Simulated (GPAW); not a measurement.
# Core-hole calculation of the S K edge in CSO (R3m)

Aim: the near-edge shape at the S K edge of CSO (R3m), and what the core hole does to it.

Main program and level: GPAW 26.7.0; X-ray absorption from dipole matrix elements to empty bands, plane-wave PAW LDA.

## 1. Set-up

The structure is trigonal, space group R3m (No. 160). Conventional cell: a = 6.588 Å, b = 6.588 Å, c = 6.071 Å, α = 90.00°, β = 90.00°, γ = 120.00°. Nearest to S lie 1 C at 1.56 Å. Nearest to O lie 1 C at 1.18 Å. C has 1 O at 1.18 Å and 1 S at 1.56 Å nearest. Farther neighbours and most contacts between anions are not listed.

As a file:

```
S O C
1.0
     3.29399    1.90179    2.02352
    -3.29399    1.90179    2.02352
     0.00000   -3.80357    2.02352
S O C
1 1 1
Direct
  0.54100 0.54100 0.54100
  0.99149 0.99149 0.99149
  0.79770 0.79770 0.79770
```

## 2. Ground state of the crystal

A plain self-consistent run shows whether there is a gap, which decides the set-up of the core-hole run.

The input, scf.py:

```python
import numpy as np
from ase import Atoms
from ase.parallel import parprint, paropen
from gpaw import GPAW, PW, FermiDirac, Mixer, MixerDif, setup_paths
from gpaw.test import gen
setup_paths.insert(0, '.')
gen('S', name='nch1s', xcname='LDA', corehole=(1, 0, 0), write_xml=True)
from gpaw.mpi import world
world.barrier()

atoms = Atoms('SOC',
    cell=[[3.29398903, 1.90178545, 2.02351958],
     [-3.29398903, 1.90178545, 2.02351958],
     [0, -3.8035709, 2.02351958]],
    scaled_positions=[[0.541004, 0.541004, 0.541004],
     [0.991493, 0.991493, 0.991493],
     [0.797703, 0.797703, 0.797703]],
    pbc=True)
atoms.calc = calc = GPAW(legacy_gpaw=True, mode=PW(500), xc='LDA', setups={0: 'nch1s'},
    kpts={'size': (6, 6, 6), 'gamma': True}, occupations=FermiDirac(0.05),
    charge=0, mixer=Mixer(0.1, 5, 50), maxiter=150,
    convergence={'density': 0.0001}, txt='scf.txt')
energy = atoms.get_potential_energy() + calc.get_reference_energy()
ef = calc.get_fermi_level()
out = dict(energy=energy, fermi=ef, forces=atoms.get_forces().tolist())
parprint(f'all-electron energy {energy:.4f} eV, Fermi level {ef:.4f} eV')
ev = np.array([[calc.get_eigenvalues(k, s) for k in range(len(calc.get_ibz_k_points()))] for s in range(calc.get_number_of_spins())])
out['homo'], out['lumo'], out['counts'] = ev[ev < ef].max(), ev[ev > ef].min(), sorted(set((ev < ef).sum((0, 2)).tolist()))
out['filled'] = (ev[:, 0] < ef).sum(1).tolist()
import json
with paropen('out.json', 'w') as f:
    json.dump(out, f)
```

Launch:

```sh
> OMP_NUM_THREADS=1 mpirun -n 4 gpaw python scf.py
```

Numbers of over 12 decimals in the logs are rounded to 6 here.

Log:

```text
Input parameters:
  convergence: {density: 0.0001}
  kpts: {gamma: True,
         size: (6, 6, 6)}
  maxiter: 150
  mixer: {backend: pulay,
          beta: 0.1,
          method: separate,
          nmaxold: 5,
          weight: 50}
  mode: {ecut: 500.0,
         name: pw}
  occupations: {fixmagmom: False,
                name: fermi-dirac,
                width: 0.05}
  setups: {0: nch1s}

Initialize ...

[... PAW data sets ...]

Reference energy: -13871.294550  # eV

Spin-paired calculation

[... convergence settings ...]
Symmetries present (total): 2
  [... symmetry matrices ...]

216 k-points: 6 x 6 x 6 Monkhorst-Pack grid + [1/12,1/12,1/12]
68 k-points in the irreducible part of the Brillouin zone
       k-points in crystal coordinates                weights
   0:     0.00000000    0.00000000    0.00000000          1/216
   1:     0.00000000    0.00000000    0.16666667          2/216
   2:     0.00000000    0.00000000    0.33333333          2/216
   3:     0.00000000    0.00000000    0.50000000          1/216
   4:     0.16666667   -0.16666667    0.00000000          2/216
   5:     0.16666667   -0.16666667    0.16666667          4/216
   6:     0.16666667   -0.16666667    0.33333333          4/216
   7:     0.16666667   -0.16666667    0.50000000          2/216
   8:     0.16666667    0.00000000   -0.33333333          4/216
   9:     0.16666667    0.00000000   -0.16666667          4/216
          ...
  67:     0.50000000    0.50000000    0.50000000          1/216

Wave functions: Plane wave expansion
  Cutoff energy: 500.000 eV
  Number of coefficients (min, max): 1909, 1948
  Pulay-stress correction: 0.000000 eV/Ang^3 (de/decut=0.000000)
  Using FFTW library
  Wavefunction extrapolation:
    Improved wavefunction reuse through dual PAW basis

Occupation numbers: Fermi-Dirac:
  width: 0.0500  # eV

Eigensolver
   Davidson(niter=2)

Densities:
  Coarse grid: 24*24*24 grid
  Fine grid: 48*48*48 grid
  Total Charge: 0.000000

Density mixing:
  Method: separate
  Backend: pulay
  Linear mixing parameter: 0.1
  old densities: 5
  Width of damping distribution: 1.1
  Damping of long wavelength oscillations: 50

[... Hamiltonian set-up ...]
Number of atoms: 3
Number of atomic orbitals: 12
Number of bands in calculation: 12
Number of valence electrons: 16
Bands to converge: occupied

... initialized

Initializing position-dependent things.

Density initialized from atomic densities
Creating initial wave functions:
  12 bands from LCAO basis set

       O

       C

       S

Atomic positions and initial magnetic moments

Positions:
   0 S     -0.000000    0.000000    3.284197    ( 0.0000,  0.0000,  0.0000)
   1 O      0.000000    0.000000    6.018916    ( 0.0000,  0.0000,  0.0000)
   2 C     -0.000000   -0.000000    4.842503    ( 0.0000,  0.0000,  0.0000)

Unit cell:
           periodic     x           y           z      points  spacing
  1. axis:    yes    3.293989    1.901785    2.023520    24     0.1732
  2. axis:    yes   -3.293989    1.901785    2.023520    24     0.1732
  3. axis:    yes    0.000000   -3.803571    2.023520    24     0.1732

  Lengths:   4.308339   4.308339   4.308339
  Angles:   99.735955  99.735955  99.735955

Effective grid spacing dv^(1/3) = 0.1765

iter:   1   -22.274823
iter:   2   -21.807033   -1.32  -0.97
iter:   3   -21.354867   -1.65  -1.06
iter:   4   -21.263860   -2.38  -1.26
iter:   5   -21.254139   -1.88  -1.46
iter:   6   -21.230710   -2.81  -1.75
iter:   7   -21.227584   -3.43  -2.22
iter:   8   -21.227304c  -4.39  -2.66
iter:   9   -21.227275c  -5.07  -2.90
iter:  10   -21.227268c  -5.84  -3.07
iter:  11   -21.227252c  -5.99  -3.16
iter:  12   -21.227254c  -6.44  -3.30
iter:  13   -21.227257c  -6.54  -3.43
iter:  14   -21.227256c  -6.91  -3.63
iter:  15   -21.227255c  -6.68  -3.82
iter:  16   -21.227255c  -7.87c -4.18c

Converged after 16 iterations.

Dipole moment: (-0.000000, -0.000000, 3.664090) |e|*Ang

Energy contributions relative to reference atoms: (reference = -13871.294550)

Kinetic:        +19.224104
Potential:      -22.047388
External:        +0.000000
XC:             -18.483183
Entropy (-ST):   -0.000000
Local:           +0.079213
SIC:             +0.000000
--------------------------
Free energy:    -21.227255
Extrapolated:   -21.227255

Showing only first 2 kpts
 Kpt  Band  Eigenvalues  Occupancy
  0     6     -2.54532    2.00000
  0     7     -2.54532    2.00000
  0     8      2.46330    0.00000
  0     9      2.46330    0.00000

  1     6     -2.62810    2.00000
  1     7     -2.51048    2.00000
  1     8      2.49646    0.00000
  1     9      2.53076    0.00000

Fermi level: -0.76880

Gap: 4.791 eV
Transition (v -> c):
  (s=0, k=3, n=7, [0.00, 0.00, 0.50]) -> (s=0, k=9, n=8, [0.17, 0.00, -0.17])
Direct/indirect transitions are different
Direct gap: 4.935 eV
Transition at: (s=0, k=9, n=7, [0.17, 0.00, -0.17])

Forces in eV/Ang:
  0 S     0.00000    0.00000    0.10010
  1 O     0.00000   -0.00000   -1.10958
  2 C     0.00000   -0.00000    1.00770
Scalar-relativistic atomic LDA calculation for S (Sulfur, Z=16)
Core hole in 1s state (1s occupation: 2.0)
450 radial gridpoints.
|------------------------------------------------|
|------------------------------------------------|
[... the atom generator's iteration count ...]

Energy contributions:
-------------------------
Kinetic:     +398.923399
XC:           -24.210329
Potential:   -772.509196
-------------------------
Total:       -397.796126

state      eigenvalue         ekin         rmax
-----------------------------------------------
1s^2.0 :   -88.078630   121.519046        0.063
2s^2.0 :    -7.745453    18.438857        0.389
2p^6.0 :    -5.751715    17.606302        0.325
3s^2.0 :    -0.634959     2.788351        1.406
3p^4.0 :    -0.261139     1.948270        1.598
-----------------------------------------------
(units: Bohr and Hartree)

Generating PAW setup
Kinetic energy of the core from tauc = 386.637961
Cutoffs:
rc(s)=1.840
rc(p)=1.850
rc(d)=1.700
rc(vbar)=1.720
rc(comp)=1.430
rc(nct)=1.850

Kinetic energy of the core states: 385.553617
Charge: 0.0
Core electrons: 10.0
Valence electrons: 6.0
Pseudo-core charge: 0.059824
Shape function alpha=4.890
Pseudo-electron charge 6.430847
state    eigenvalue         norm
--------------------------------
3s(2) :    -0.634959     1.191395
*s    :     0.365041
3p(4) :    -0.261139     0.997058
*p    :     0.738861
*d    :     0.000000
--------------------------------

Diagonalizing with gridspacing h=0.050

state   all-electron     PAW
-------------------------------
3s:      -0.634959    -0.635587
3p:      -0.261139    -0.261554
*d:                    0.043150
*f:                    0.074695
-------------------------------
all-electron energy -13892.5218 eV, Fermi level -0.7688 eV
```

Wall time 8.2 s (4 MPI ranks of Arm Neoverse V2, shared host); peak memory 0.18 GiB; 32 s of CPU time.

The mesh shows a gap of 4.79 eV, so the hole is first treated in a charged cell, without the excited electron.

## 3. Spectrum without a core hole, S atom 1

Without a hole the spectrum is the empty density of states of the right symmetry on the absorber, weighted by matrix elements. It needs only the small cell and serves as the baseline. The data set with a hole of occupation 0 only carries the core orbital.

The absorber has 1 C at 1.56 Å (terminal, site symmetry 3m).

The input, xas.py:

```python
import numpy as np
from ase import Atoms
from ase.parallel import parprint, paropen
from gpaw import GPAW, PW, FermiDirac, Mixer, MixerDif, setup_paths
from gpaw.test import gen
setup_paths.insert(0, '.')
gen('S', name='nch1s', xcname='LDA', corehole=(1, 0, 0), write_xml=True)
from gpaw.mpi import world
world.barrier()

atoms = Atoms('SOC',
    cell=[[3.29398903, 1.90178545, 2.02351958],
     [-3.29398903, 1.90178545, 2.02351958],
     [0, -3.8035709, 2.02351958]],
    scaled_positions=[[0.541004, 0.541004, 0.541004],
     [0.991493, 0.991493, 0.991493],
     [0.797703, 0.797703, 0.797703]],
    pbc=True)
atoms.calc = calc = GPAW(legacy_gpaw=True, mode=PW(500), xc='LDA', setups={0: 'nch1s'},
    kpts={'size': (6, 6, 6), 'gamma': True}, occupations=FermiDirac(0.02),
    charge=0, mixer=Mixer(0.1, 5, 50), maxiter=150,
    convergence={'density': 0.0001}, txt='scf.txt')
energy = atoms.get_potential_energy() + calc.get_reference_energy()
ef = calc.get_fermi_level()
out = dict(energy=energy, fermi=ef, forces=atoms.get_forces().tolist())
parprint(f'all-electron energy {energy:.4f} eV, Fermi level {ef:.4f} eV')
ev = np.array([[calc.get_eigenvalues(k, s) for k in range(len(calc.get_ibz_k_points()))] for s in range(calc.get_number_of_spins())])
out['homo'], out['lumo'], out['counts'] = ev[ev < ef].max(), ev[ev > ef].min(), sorted(set((ev < ef).sum((0, 2)).tolist()))
out['filled'] = (ev[:, 0] < ef).sum(1).tolist()

from ase.units import Ha
from gpaw.xas import dipole_matrix_elements
nb = int(calc.get_number_of_electrons() / 2) + 48
top, nb = nb, nb + 8 + nb // 12
nscf = calc.fixed_density(kpts={'size': (6, 6, 6), 'gamma': True}, nbands=nb,
    convergence={'bands': top, 'eigenstates': 1e-5}, maxiter=60, txt='nscf.txt')
cell = atoms.cell.array
ops = [cell.T @ U.T @ np.linalg.inv(cell.T) for U in nscf.wfs.kd.symmetry.op_scc]
filled = [8]  # bands filled in the ground state, by spin
E = np.arange(-25, 34, 0.1)
fwhm = np.interp(E, [4, 25], [0.9, 3.5])
Y, X, zero, highest = 0, 0, 1e9, 1e9
for spin in range(nscf.get_number_of_spins()):
    wfs = nscf.wfs
    A = dipole_matrix_elements(wfs.setups[0])
    eps = np.zeros((wfs.kd.nibzkpts, nb))
    d = np.zeros((3, A.shape[1], wfs.kd.nibzkpts, nb), complex)
    for kpt in wfs.kpt_u:
        if kpt.s == spin and 0 in kpt.P_ani:
            eps[kpt.k] = kpt.eps_n * Ha
            d[:, :, kpt.k] = (kpt.weight * wfs.nspins / 2) ** 0.5 * np.inner(A, kpt.P_ani[0])
    world.sum(eps)
    world.sum(d)
    T = np.einsum('amkn,bmkn->abkn', d, d.conj()).real
    T = sum(np.einsum('ai,ijkn,bj->abkn', R, T, R) for R in ops) / len(ops)
    empty = np.ones_like(eps, bool) & (np.arange(nb) >= filled[spin])
    zero, highest = min(zero, eps[empty].min()), min(highest, eps[:, top - 1].min())
    lines = [(eps, T, empty)] if spin == 0 else lines + [(eps, T, empty)]
for eps, T, empty in lines:
    f = np.einsum('aakn->akn', T).reshape(3, -1)
    x = eps.ravel() - zero
    w = np.interp(x, E, fwhm) / 2.35482
    g = np.exp(-0.5 * ((E[:, None] - x) / w) ** 2) / (w * (2 * np.pi) ** 0.5)
    Y = Y + (f * empty.ravel()) @ g.T
    X = X + (f * ~empty.ravel()) @ g.T
out.update(E=E.round(2).tolist(), xas=Y.tolist(), xes=X.tolist(), zero=zero, valid=highest - zero, nk=len(eps), nb=nb)
for i in range(0, len(E), 10):
    parprint(f'{E[i]:7.2f}', *(f'{v:10.3e}' for v in Y[:, i]))
import json
with paropen('out.json', 'w') as f:
    json.dump(out, f)
```

Launch:

```sh
> OMP_NUM_THREADS=1 mpirun -n 4 gpaw python xas.py
```

Log:

```text
Input parameters:
  convergence: {density: 0.0001}
  kpts: {gamma: True,
         size: (6, 6, 6)}
  maxiter: 150
  mixer: {backend: pulay,
          beta: 0.1,
          method: separate,
          nmaxold: 5,
          weight: 50}
  mode: {ecut: 500.0,
         name: pw}
  occupations: {fixmagmom: False,
                name: fermi-dirac,
                width: 0.02}
  setups: {0: nch1s}

Initialize ...

[...]
*p    :     0.738861
*d    :     0.000000
--------------------------------

Diagonalizing with gridspacing h=0.050

state   all-electron     PAW
-------------------------------
3s:      -0.634959    -0.635587
3p:      -0.261139    -0.261554
*d:                    0.043150
*f:                    0.074695
-------------------------------
all-electron energy -13892.5218 eV, Fermi level -0.7688 eV
[...]
32.00  2.346e-06  2.346e-06  2.627e-06
  33.00  2.448e-06  2.448e-06  2.297e-06
[key lines of the parts left out:]
Converged after 16 iterations.
Dipole moment: (-0.000000, -0.000000, 3.664090) |e|*Ang
Free energy:    -21.227255
Fermi level: -0.76880
```

Run time: 30 s. Hardware: 4 MPI ranks; peak memory 0.28 GiB.

The S K spectrum, S atom 1, no core hole (energy from the lowest empty level; intensity scaled to a mean of 1 over the first 20 eV; polarised curves are means over the symmetry-equivalent atoms):

```csv
E (eV),isotropic,ε ⊥ c,ε ∥ c
-2.00,0.00,0.00,0.00
-1.25,0.00,0.00,0.00
-0.50,0.43,0.64,0.02
0.25,3.10,4.60,0.10
1.00,1.22,1.76,0.15
1.75,0.74,0.44,1.34
2.50,1.66,0.56,3.86
3.25,1.60,0.53,3.72
4.00,1.24,0.66,2.39
4.75,1.32,1.34,1.26
5.50,1.50,1.66,1.19
6.25,1.07,1.02,1.19
7.00,0.88,0.90,0.84
7.75,0.95,0.76,1.32
8.50,0.94,0.61,1.62
9.25,0.87,0.66,1.28
10.00,0.84,0.71,1.09
10.75,0.75,0.65,0.96
11.50,0.75,0.64,0.99
12.25,0.79,0.68,1.02
13.00,0.74,0.66,0.89
13.75,0.67,0.64,0.73
14.50,0.66,0.67,0.63
15.25,0.67,0.74,0.54
16.00,0.67,0.78,0.45
16.75,0.67,0.79,0.43
17.50,0.69,0.80,0.49
18.25,0.74,0.82,0.58
19.00,0.80,0.86,0.66
19.75,0.85,0.91,0.73
20.50,0.92,0.98,0.81
21.25,1.02,1.07,0.92
22.00,1.14,1.16,1.09
22.75,1.24,1.21,1.30
23.50,1.30,1.19,1.50
24.25,1.29,1.11,1.66
25.00,1.25,1.00,1.75
25.75,1.18,0.88,1.78
26.50,1.10,0.78,1.75
27.25,1.02,0.69,1.67
28.00,0.94,0.63,1.56
28.75,0.87,0.59,1.42
29.50,0.81,0.59,1.26
30.25,0.78,0.62,1.10
31.00,0.76,0.66,0.95
31.75,0.75,0.71,0.84
```

Main maxima below 24 eV (height): 0.4 eV (3.19), 2.5 eV (1.66), 3.5 eV (1.74), 5.2 eV (1.58), 8.1 eV (0.97) and 23.8 eV (1.30). A K edge sees empty p states on the absorber.

The same matrix elements for filled bands give the S K emission of S atom 1 (ground-state approximation; energy from the lowest empty level, largest value 1):

```
E (eV)  emission
-24.00      0.00
-23.25      0.00
-22.50      0.00
-21.75      0.00
-21.00      0.00
-20.25      0.00
-19.50      0.00
-18.75      0.01
-18.00      0.07
-17.25      0.01
-16.50      0.00
-15.75      0.00
-15.00      0.00
-14.25      0.00
-13.50      0.00
-12.75      0.00
-12.00      0.00
-11.25      0.03
-10.50      0.02
 -9.75      0.13
 -9.00      0.36
 -8.25      0.05
 -7.50      0.00
 -6.75      0.00
 -6.00      0.05
 -5.25      0.83
 -4.50      0.45
 -3.75      0.01
 -3.00      0.00
 -2.25      0.00
 -1.50      0.00
 -0.75      0.00
  0.00      0.00
  0.75      0.00
  1.50      0.00
  2.25      0.00
  3.00      0.00
```

Emission maxima: -18.0 eV (0.07), -9.2 eV (0.37) and -5.0 eV (1.00).

## 4. Supercell without a hole, the energy reference

The photon energy needs a difference of total energies, so the cell and mesh of the coming hole run are first run without a hole.

scf.py: that of step 2 with these lines changed.

```diff
@@ -10,12 +10,21 @@
 
-atoms = Atoms('SOC',
-    cell=[[3.29398903, 1.90178545, 2.02351958],
-     [-3.29398903, 1.90178545, 2.02351958],
-     [0, -3.8035709, 2.02351958]],
-    scaled_positions=[[0.541004, 0.541004, 0.541004],
-     [0.991493, 0.991493, 0.991493],
-     [0.797703, 0.797703, 0.797703]],
+atoms = Atoms('S4O4C4',
+    cell=[[-3.29398903, 5.70535635, 0],
+     [3.29398903, 5.70535635, 0],
+     [3.29398903, -1.90178545, -8.09407831]],
+    scaled_positions=[[0.729498, 0.135251, 0.594247],
+     [0.229498, 0.385251, 0.844247],
+     [0.729498, 0.635251, 0.094247],
+     [0.229498, 0.885251, 0.344247],
+     [0.5042535, 0.24787325, 0.25638025],
+     [0.0042535, 0.49787325, 0.50638025],
+     [0.5042535, 0.74787325, 0.75638025],
+     [0.0042535, 0.99787325, 0.00638025],
+     [0.6011485, 0.19942575, 0.40172275],
+     [0.1011485, 0.44942575, 0.65172275],
+     [0.6011485, 0.69942575, 0.90172275],
+     [0.1011485, 0.94942575, 0.15172275]],
     pbc=True)
 atoms.calc = calc = GPAW(legacy_gpaw=True, mode=PW(500), xc='LDA', setups={0: 'nch1s'},
-    kpts={'size': (6, 6, 6), 'gamma': True}, occupations=FermiDirac(0.05),
+    kpts={'size': (4, 4, 4), 'gamma': True}, occupations=FermiDirac(0.02),
     charge=0, mixer=Mixer(0.1, 5, 50), maxiter=150,
```

Launch:

```sh
> OMP_NUM_THREADS=1 mpirun -n 4 gpaw python scf.py
```

Log:

```text
Input parameters:
  convergence: {density: 0.0001}
  kpts: {gamma: True,
         size: (4, 4, 4)}
  maxiter: 150
  mixer: {backend: pulay,
          beta: 0.1,
          method: separate,
          nmaxold: 5,
          weight: 50}
  mode: {ecut: 500.0,
         name: pw}
  occupations: {fixmagmom: False,
                name: fermi-dirac,
                width: 0.02}
  setups: {0: nch1s}

Initialize ...

[...]
<dir> UserWarning: Initial realspace grid (35,35,48) inconsistent with symmetries.
  warnings.warn(
<dir> UserWarning: Using symmetrized grid: (48,48,48).

  warnings.warn('Using symmetrized grid: ({},{},{}).\n'.format(*N_c))
<dir> UserWarning: Initial realspace grid (35,35,48) inconsistent with symmetries.
  warnings.warn(
<dir> UserWarning: Using symmetrized grid: (48,48,48).

  warnings.warn('Using symmetrized grid: ({},{},{}).\n'.format(*N_c))
all-electron energy -55570.0872 eV, Fermi level -0.7688 eV
[key lines of the parts left out:]
Converged after 18 iterations.
Dipole moment: (7.553388, -1.114839, 6.586304) |e|*Ang
Free energy:    -84.908953
Fermi level: -0.76881
```

Wall time 88 s (4 MPI ranks); peak memory 0.38 GiB; 5.9 min of CPU time.

Reference energy: -55570.087 eV with the cores included.

(Part 1 of 2 ends here.)

[Banner, clock and machine lines of the logs are left out without a mark of their own.]

[Logs are printed without paths, hosts, clocks, repeated set-up lines and the standing remarks that a program may print on its own settings, such as how far it seeks lower states.]

[Hosts, paths, dates, database ids (printed as entryN), source tags and the programs' standing remarks are cut or masked in the printed files.]

[Lists of maxima count a maximum above −3 eV only where it reaches 4 % of the highest in the window and stands out from its surroundings by 2 % of it (1.5 % where it reaches 55 %); shoulders and weaker maxima are passed over, and of the rest the first, up to two pre-edge ones and the few strongest are named.]
